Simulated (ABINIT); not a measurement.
# Calculated records

A GW chain in ABINIT: LiHF2 (R-3m). The structure is trigonal, space group R-3m (No. 166). The conventional cell has a = 2.934 Å, b = 2.934 Å, c = 13.100 Å, α = 90.00°, β = 90.00°, γ = 120.00°. Li has 6 F at 1.99 Å nearest. Nearest to H lie 2 F at 1.14 Å. F has 1 H at 1.14 Å and 3 Li at 1.99 Å nearest. Farther neighbours, and contacts between anions beyond the nearest, are not listed. The calculation used RPA screening on LDA, plane waves, norm-conserving pseudopotentials (and 2 further levels or steps) in ABINIT 10.8.3, with cutoff 36 Ha, PseudoDojo scalar-relativistic 0.4.1 standard, norm-conserving, ngkpt (4, 4, 4), nband 22, ecuteps 3.2 Ha, inclvkb 2, shiftk (0, 0, 0), symchi 1, awtr 1, frequency ppm, 4×4×4 k-mesh. The LDA gap is 8.10 eV, indirect. The G0W0 gap on the mesh is 13.27 eV, the GW settings are 4×4×4 mesh, 22 bands, screening to 87.1 eV, Godby-Needs plasmon pole and the known limits are short of the basis limit. It took 5 runs, 48 s in all on 4 MPI ranks of Arm Neoverse V2, shared host. G0W0 moves the gap on the mesh from 8.10 eV to 13.27 eV (+5.16 eV), with Z of 0.83 and 0.90 at the edges. Local fields lower the RPA ε∞ on this mesh from 1.92 to 1.87. The program's warnings: nkpt*nsppol () is not a multiple of nproc spkpt (). The cell and positions are those that the Materials Project relaxed with its own functionals (PBE, PBE+U or r2SCAN), kept fixed.

[Paths, hosts, dates, memory and timing lines, banners, echoed tables and standing remarks are left out of the program output; an Ansatz launch command may be rebuilt from the run's recorded settings. Measured values are a selection of at most five: reports struck by readers or far from the other reports are left out. None is set beside runs whose start may be inverted or whose files or cutoffs have a known fault.]

[Runs of the session that timed out or met a known fault of the program may be left out.]

[Hosts, paths, dates, database ids (printed as entryN), source tags and the programs' standing remarks are cut or masked in the printed files.]

[G0W0 gaps are taken among the corrected bands and points alone; a level outside them can change the order at an edge.]

[Where Ansatz stands beside ABINIT at settings called matched, ABINIT's density can come from a denser mesh and the files from another edition; pairs whose starting gaps differed by over 0.03 eV were left out, so agreement reads better than it is.]
